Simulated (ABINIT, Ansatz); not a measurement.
**SiPbSe3 (Pm-3m): zone-centre phonons**

Aim: the zone-centre modes of SiPbSe3 (Pm-3m).

Calculated with ABINIT 10.8.3; DFT LDA, scalar-relativistic, plane waves, HGH norm-conserving pseudopotentials.

This is a report of a sequence of runs, with most program output left out.

The structure was built from a prototype and need not be the compound's stable phase.

### Step 1. Set-up

The structure is cubic, space group Pm-3m (No. 221). Conventional cell: a = 4.617 Å, b = 4.617 Å, c = 4.617 Å, α = 90.00°, β = 90.00°, γ = 90.00°. Pb has 12 Se at 3.26 Å nearest. Si has 6 Se at 2.31 Å nearest. Nearest to Se lie 2 Si at 2.31 Å and 4 Pb at 3.26 Å. Farther neighbours and most contacts between anions are not listed.

### Step 2. A first look

A first run with smearing and empty bands tells whether the crystal has a gap, which decides between fixed occupations and smearing later on.

The input, probe.abi:

```
# ground state
tolvrs 1.0d-08
prtden 1
prtwf 1

# basis, mesh and filling
ecut 20.0
ixc 7
ngkpt 4 4 4
nshiftk 1
shiftk 0.0 0.0 0.0
istwfk *1
occopt 7
tsmear 0.005
nband 20
nstep 100
diemac 9.0
prtebands 0
prtgsr 0

# cell and atoms
acell 3*1.0 Angstrom
rprim 
    4.6172 0.0 0.0
    0.0 4.6172 0.0
    0.0 0.0 4.6172
ntypat 3
znucl 82 14 34
natom 5
typat 1 2 3 3 3
xred 
    0.0 0.0 0.0
    0.5 0.5 0.5
    0.5 0.5 0.0
    0.5 0.0 0.5
    0.0 0.5 0.5
pp_dirpath "./pseudo"
pseudos "Pb.hgh, Si.hgh, Se.hgh"
```

Launch:

```console
$ OMP_NUM_THREADS=1 mpirun -n 4 abinit probe.abi > probe.log
```

The job ended after 5.2 s (4 MPI ranks of Arm Neoverse V1, shared host).

Numbers from this step:

```yaml
volume_per_atom: 19.69 Å³
pressure: 8.863 GPa
gap_on_the_k_mesh: 0 eV
```

No gap opens on this mesh, so smearing is kept; the printed pressure holds the stress of the finite basis too.

### Step 3. Rough relaxation

The typed start is rough, so a first relaxation with smearing and loose thresholds takes it towards rest cheaply.

The input, prerelax.abi:

```
# relaxation
ionmov 2
optcell 2
dilatmx 1.15
chkdilatmx 0
ntime 40
tolmxf 3.0d-04
tolvrs 1.0d-10
prtwf 0
prtden 0
chksymtnons 0

# basis, mesh and filling
ecut 21.0
ecutsm 3.0
ixc 7
ngkpt 4 4 4
nshiftk 1
shiftk 0.0 0.0 0.0
istwfk *1
occopt 7
tsmear 0.005
nband 20
nstep 100
diemac 1000000.0
prtebands 0
prtgsr 0

# cell and atoms
acell 3*1.0 Angstrom
rprim 
    4.6172 0.0 0.0
    0.0 4.6172 0.0
    0.0 0.0 4.6172
ntypat 3
znucl 82 14 34
natom 5
typat 1 2 3 3 3
xred 
    0.0 0.0 0.0
    0.5 0.5 0.5
    0.5 0.5 0.0
    0.5 0.0 0.5
    0.0 0.5 0.5
pp_dirpath "./pseudo"
pseudos "Pb.hgh, Si.hgh, Se.hgh"
```

Launch:

```console
$ OMP_NUM_THREADS=1 mpirun -n 4 abinit prerelax.abi > prerelax.log
```

It took 45 s on 4 MPI ranks; 3 min of CPU time.

Step by step:

| step | energy less that of the first step (eV) | largest force (eV/Å) | volume (Å³) |
| --- | --- | --- | --- |
| 1 | 0.0000 | 0.0000 | 98.43 |
| 2 | -0.1680 | 0.0000 | 101.55 |
| 3 | -0.3657 | 0.0000 | 109.75 |
| 4 | -0.3708 | 0.0000 | 111.27 |
| 5 | -0.3709 | 0.0000 | 111.44 |

| conventional cell, symmetrised | before | after | change |
| --- | --- | --- | --- |
| a (Å) | 4.617 | 4.812 | +4.2 % |
| b (Å) | 4.617 | 4.812 | +4.2 % |
| c (Å) | 4.617 | 4.812 | +4.2 % |
| volume (Å³/atom) | 19.69 | 22.29 | +13.2 % |

Final coordinates:

```xyz
5
Lattice="4.8123 0.0000 0.0000 0.0000 4.8123 0.0000 0.0000 0.0000 4.8123" Properties=species:S:1:pos:R:3 pbc="T T T"
Pb    0.0000    0.0000    0.0000
Si    2.4061    2.4061    2.4061
Se    2.4061    2.4061    0.0000
Se    2.4061    0.0000    2.4061
Se    0.0000    2.4061    2.4061
```

Read from the output:

- volume per atom: 22.29 Å³
- pressure: 0.001567 GPa

The volume changes by +13.2 % in this run and stands +13.2 % from the first cell.

### Step 4. Rough relaxation

The cell changed much, so the rough relaxation is repeated on a basis made for the new cell.

prerelax.abi: that of step 3 with these lines changed.

```diff
@@ -31,5 +31,5 @@
 rprim 
-    4.6172 0.0 0.0
-    0.0 4.6172 0.0
-    0.0 0.0 4.6172
+    4.812281228 0.0 0.0
+    0.0 4.812281228 0.0
+    0.0 0.0 4.812281228
 ntypat 3
```

It took 11 s on 4 MPI ranks; 45 s of CPU time.

Little changed from the start: no atom moved by 0.005 Å and no cell edge by 0.1 %.

This step gave:

```yaml
pressure: 0.001572 GPa
```

The volume changes by +0.0 % in this run and stands +13.2 % from the first cell.

### Step 5. Relaxing the cell and atoms

The harmonic expansion needs vanishing forces, and a free crystal bears no stress, so cell and atoms are brought to rest. Stress is more sensitive to the basis than forces are: the last 3 Ha under the cutoff are smoothed with ecutsm, and the cutoff is raised above that of the later runs.

The input, relax.abi:

```
# relaxation
ionmov 2
optcell 2
dilatmx 1.08
ntime 40
tolmxf 1.0d-05
tolvrs 1.0d-14
prtwf 0
prtden 0
chksymtnons 0

# basis, mesh and filling
ecut 26.0
ecutsm 3.0
ixc 7
ngkpt 6 6 6
nshiftk 1
shiftk 0.0 0.0 0.0
istwfk *1
occopt 3
tsmear 0.01
nband 20
nstep 100
diemac 1000000.0
prtebands 0
prtgsr 0

# cell and atoms
acell 3*1.0 Angstrom
rprim 
    4.812281231 0.0 0.0
    0.0 4.812281231 0.0
    0.0 0.0 4.812281231
ntypat 3
znucl 82 14 34
natom 5
typat 1 2 3 3 3
xred 
    0.0 0.0 0.0
    0.5 0.5 0.5
    0.5 0.5 0.0
    0.5 0.0 0.5
    0.0 0.5 0.5
pp_dirpath "./pseudo"
pseudos "Pb.hgh, Si.hgh, Se.hgh"
```

Launch:

```console
$ OMP_NUM_THREADS=1 mpirun -n 4 abinit relax.abi > relax.log
```

Wall time 69 s (4 MPI ranks); 4.6 min of CPU time.

Relaxation path:

| step | energy less that of the first step (eV) | largest force (eV/Å) | volume (Å³) |
| --- | --- | --- | --- |
| 1 | 0.0000 | 0.0000 | 111.44 |
| 2 | -0.0004 | 0.0000 | 111.60 |
| 3 | -0.0010 | 0.0000 | 112.19 |
| 4 | -0.0010 | 0.0000 | 112.20 |

| conventional cell, symmetrised | before | after | change |
| --- | --- | --- | --- |
| a (Å) | 4.812 | 4.823 | +0.2 % |
| b (Å) | 4.812 | 4.823 | +0.2 % |
| c (Å) | 4.812 | 4.823 | +0.2 % |
| volume (Å³/atom) | 22.29 | 22.44 | +0.7 % |

Final coordinates:

```xyz
5
Lattice="4.8232 0.0000 0.0000 0.0000 4.8232 0.0000 0.0000 0.0000 4.8232" Properties=species:S:1:pos:R:3 pbc="T T T"
Pb    0.0000    0.0000    0.0000
Si    2.4116    2.4116    2.4116
Se    2.4116    2.4116    0.0000
Se    2.4116    0.0000    2.4116
Se    0.0000    2.4116    2.4116
```

This step gave:

```
volume per atom : 22.44 Å³
pressure        : 2.63e-5 GPa
```

The volume changes by +0.7 % in this run and stands +14.0 % from the first cell.

### Step 6. Self-consistent run for the response

The response is built on these wavefunctions, so the potential is converged far more tightly than an energy would need. Smearing stays on, as the first look found no gap above 0.3 eV.

The input, gs.abi:

```
# ground state
tolvrs 1.0d-16
prtden 1
prtwf 1

# basis, mesh and filling
ecut 20.0
ixc 7
ngkpt 6 6 6
nshiftk 1
shiftk 0.0 0.0 0.0
istwfk *1
occopt 3
tsmear 0.01
nband 20
nstep 100
diemac 1000000.0
prtebands 0
prtgsr 0

# cell and atoms
acell 3*1.0 Angstrom
rprim 
    4.82315431 0.0 0.0
    0.0 4.82315431 0.0
    0.0 0.0 4.82315431
ntypat 3
znucl 82 14 34
natom 5
typat 1 2 3 3 3
xred 
    0.0 0.0 0.0
    0.5 0.5 0.5
    0.5 0.5 0.0
    0.5 0.0 0.5
    0.0 0.5 0.5
pp_dirpath "./pseudo"
pseudos "Pb.hgh, Si.hgh, Se.hgh"
```

Launch:

```console
$ OMP_NUM_THREADS=1 mpirun -n 4 abinit gs.abi > gs.log
```

Run time: 14 s. Hardware: 4 MPI ranks.

Numbers from this step:

```
pressure : -1.104 GPa
```

The cell stands at -1.1 GPa: the relaxation ran with a smoothed and higher cutoff, and the difference is a stress of the finite basis.

### Step 7. Zone-centre response

At q = 0 one unit cell holds all displacements. The response is solved for single atoms along the cell's directions, and symmetry skips those that follow from others. The crystal is treated as a metal, which screens a static field, so no field response is asked.

The input, dfpt_gamma.abi:

```

# common to the responses
getwfk_filepath "gso_WFK"
kptopt 2
nqpt 1
qpt 0.0 0.0 0.0
asr 0
chneut 0

# displacements
rfphon 1
rfatpol 1 5
rfdir 1 1 1
tolvrs 1.0d-10
prtwf 0

# basis, mesh and filling
ecut 20.0
ixc 7
ngkpt 6 6 6
nshiftk 1
shiftk 0.0 0.0 0.0
istwfk *1
occopt 3
tsmear 0.01
nband 20
nstep 100
diemac 1000000.0
prtebands 0
prtgsr 0

# cell and atoms
acell 3*1.0 Angstrom
rprim 
    4.82315431 0.0 0.0
    0.0 4.82315431 0.0
    0.0 0.0 4.82315431
ntypat 3
znucl 82 14 34
natom 5
typat 1 2 3 3 3
xred 
    0.0 0.0 0.0
    0.5 0.5 0.5
    0.5 0.5 0.0
    0.5 0.0 0.5
    0.0 0.5 0.5
pp_dirpath "./pseudo"
pseudos "Pb.hgh, Si.hgh, Se.hgh"
```

Launch:

```console
$ OMP_NUM_THREADS=1 mpirun -n 4 abinit dfpt_gamma.abi > dfpt_gamma.log
```

Run time: 2 min. Hardware: 4 MPI ranks; 7.8 min of CPU time.

This step gave:

| Item | Value |
| --- | --- |
| largest acoustic frequency at the zone centre before the sum rule | 2.91 cm⁻¹ |
| highest optical zone-centre mode (no LO-TO term) | 221.5 cm⁻¹ |
| lowest optical zone-centre mode | -102.2 cm⁻¹ |

The acoustic modes at Γ come out as far as 2.9 cm⁻¹ from zero, where they should vanish, a small numerical error. The lowest optical mode is imaginary, 102i cm⁻¹, an instability at this level and on this k mesh.

### Step 8. Zone-centre analysis

anaddb reads the merged derivatives and imposes the acoustic sum rule.

The input, anaddb.abi:

```
ddb_filepath "gamma_DDB"
output_file "anaddb.abo"
outdata_prefix "anaddb"
asr 1
chneut 1
enunit 2
eivec 1
nph1l 1
qph1l 0.0 0.0 0.0 1.0
```

The input, mrgddb.in:

```
gamma_DDB
merged
2
dfpt_gammao_DDB
gso_DDB
```

Launch:

```console
$ mrgddb < mrgddb.in > mrgddb.log
$ OMP_NUM_THREADS=1 anaddb anaddb.abi > anaddb.log
```

Elapsed: 0.5 s, on 1 thread.

Numbers from this step:

- lowest optical zone-centre mode: -102.3 cm⁻¹

No LO-TO term; unit eigenvectors of the mass-weighted matrix, from anaddb's displacements. The modes at Γ (shares of kinetic energy by element, %) (negative means imaginary):

| mode | frequency (cm⁻¹) | symmetry | Pb % | Si % | Se % |
| --- | --- | --- | --- | --- | --- |
| 1 | -102.3 | T1u | 12 | 30 | 59 |
| 2 | -102.3 | T1u | 12 | 30 | 59 |
| 3 | -102.3 | T1u | 12 | 30 | 59 |
| 4 | -60.3 | T2u | 0 | 0 | 100 |
| 5 | -60.3 | T2u | 0 | 0 | 100 |
| 6 | -60.3 | T2u | 0 | 0 | 100 |
| 7 | -44.7 | T1u | 44 | 28 | 28 |
| 8 | -44.7 | T1u | 44 | 28 | 28 |
| 9 | -44.7 | T1u | 44 | 28 | 28 |
| 10 | 0.0 | acoustic | 44 | 6 | 50 |
| 11 | 0.0 | acoustic | 44 | 6 | 50 |
| 12 | 0.0 | acoustic | 44 | 6 | 50 |
| 13 | 221.5 | T1u | 0 | 37 | 63 |
| 14 | 221.5 | T1u | 0 | 37 | 63 |
| 15 | 221.5 | T1u | 0 | 37 | 63 |

Displacements in mode 2 (-102.3 cm⁻¹), the largest set to 1:
```
Pb1  0.00  0.23  0.00
Si2  0.00  1.00  0.00
Se3  0.00 -0.58  0.00
Se4  0.00  0.19  0.00
Se5  0.00 -0.58  0.00
```

Displacements in mode 14 (221.5 cm⁻¹), the largest set to 1:
```
Pb1  0.00  0.00  0.00
Si2  0.00 -1.00  0.00
Se3  0.00 -0.19  0.00
Se4  0.00  0.74  0.00
Se5  0.00 -0.19  0.00
```

The rule moves no optical mode by more than 0.2 cm⁻¹.

### Step 9. The same in Ansatz

The same cell goes through another code, with its own cutoff. The potentials differ.

This step: DFT LDA, scalar-relativistic, plane waves, PseudoDojo norm-conserving pseudopotentials (Ansatz 0.2.0).

The input, input.yaml:

```yaml
crystal:
  lattice:
    - [4.8231543105, 0.0, 0.0]
    - [0.0, 4.8231543105, 0.0]
    - [0.0, 0.0, 4.8231543105]
  atoms:
    - { symbol: Pb, position: [0.0, 0.0, 0.0] }
    - { symbol: Si, position: [0.5, 0.5, 0.5] }
    - { symbol: Se, position: [0.5, 0.5, 0.0] }
    - { symbol: Se, position: [0.5, 0.0, 0.5] }
    - { symbol: Se, position: [0.0, 0.5, 0.5] }
kpoints:
  mp_grid: { grid: [6, 6, 6] }
hamiltonian:
  xc: lda
  pseudopotentials: { kind: nc, accuracy: standard }
scf:
  occupations: { method: fermi_dirac, width: 0.27211 }
output:
  eigenvalues: true
phonons:
  method: dfpt
```

Launch:

```console
$ ansatz run input.yaml --threads 4 --pin off --max-ram 8192MiB --backend cpu --events-out ev --progress --plain --runs-dir out
```

Wall time 2.6 min (4 threads); peak memory 3.4 GiB.

Read from the output:

```yaml
sum_rule_residual_before_enforcement: 2.92e-4 eV/Å²
highest_optical_zone_centre_mode_no_lo_to_term: 229.9 cm⁻¹
lowest_optical_zone_centre_mode: -97.78 cm⁻¹
```

### Step 10. Side by side: ABINIT HGH and Ansatz, PseudoDojo

Numbers from this step:

```
root-mean-square difference : 5.42 cm⁻¹
largest difference          : 8.36 cm⁻¹
```

Optical modes, paired by symmetry label. Frequencies side by side, by row:

| q (reciprocal lattice) | mode | ABINIT HGH (cm⁻¹) | Ansatz, PseudoDojo (cm⁻¹) |
| --- | --- | --- | --- |
| 0 0 0 | 1 | -102.3 | -97.78 |
| 0 0 0 | 2 | -102.3 | -97.78 |
| 0 0 0 | 3 | -102.3 | -97.78 |
| 0 0 0 | 4 | -60.3 | -58.64 |
| 0 0 0 | 5 | -60.3 | -58.64 |
| 0 0 0 | 6 | -60.3 | -58.64 |
| 0 0 0 | 7 | -44.7 | -39.77 |
| 0 0 0 | 8 | -44.7 | -39.77 |
| 0 0 0 | 9 | -44.7 | -39.77 |
| 0 0 0 | 13 | 221.5 | 229.9 |
| 0 0 0 | 14 | 221.5 | 229.9 |
| 0 0 0 | 15 | 221.5 | 229.9 |

At the zone centre the largest difference (acoustic modes at Γ apart) is 4 % of the highest mode.

### Step 11. Results

```
space group after relaxation                                           : Pm-3m
volume per atom                                                        : 22.4 Å³
highest optical zone-centre mode (no LO-TO term)                       : 221.5 cm⁻¹
lowest optical zone-centre mode                                        : -102.3 cm⁻¹
imaginary optical modes at the zone centre (no q mesh in this session) : yes
largest difference from Ansatz, PseudoDojo                             : 8.36 cm⁻¹
```

What this shows: At the LDA level the optical modes of SiPbSe3 (Pm-3m) at the zone centre run from 102i to 222 cm⁻¹, so the structure is a saddle point, with 9 modes beyond 10i cm⁻¹ there. The base run prints -1.1 GPa, mostly the error of a finite basis; the relaxation, with a smoothed and higher cutoff, had brought the cell to rest. ABINIT HGH and Ansatz, PseudoDojo differ by 5.4 cm⁻¹ in the root mean square and by 8.4 cm⁻¹ at most, 3.8 % of the highest mode compared (acoustic modes at Γ left out); the two use different potentials, and the cell was not relaxed for the second set. These are harmonic frequencies: anharmonic shifts and widths and the lattice's thermal expansion are left out. The Fermi-Dirac smearing of 0.01 Ha is an electronic temperature of 3158 K, which adds a pressure of its own and can shift the volume and soft modes. Spin-orbit coupling is left out, which can matter for the heavy elements here. The HGH files keep few electrons and have no core correction, which is cheap but rough for Pb. In a metal the frequencies hang on the k mesh and the smearing, most of all near Kohn anomalies. The structure is a hypothetical one, built on a prototype.

[Host names and launcher messages were left out of these logs when they were recorded.]

[Logs are printed without paths, hosts, clocks, repeated set-up lines and the standing remarks that a program may print on its own settings, such as how far it seeks lower states.]

[Hosts, paths, dates, database ids (printed as entryN), source tags and the programs' standing remarks are cut or masked in the printed files.]
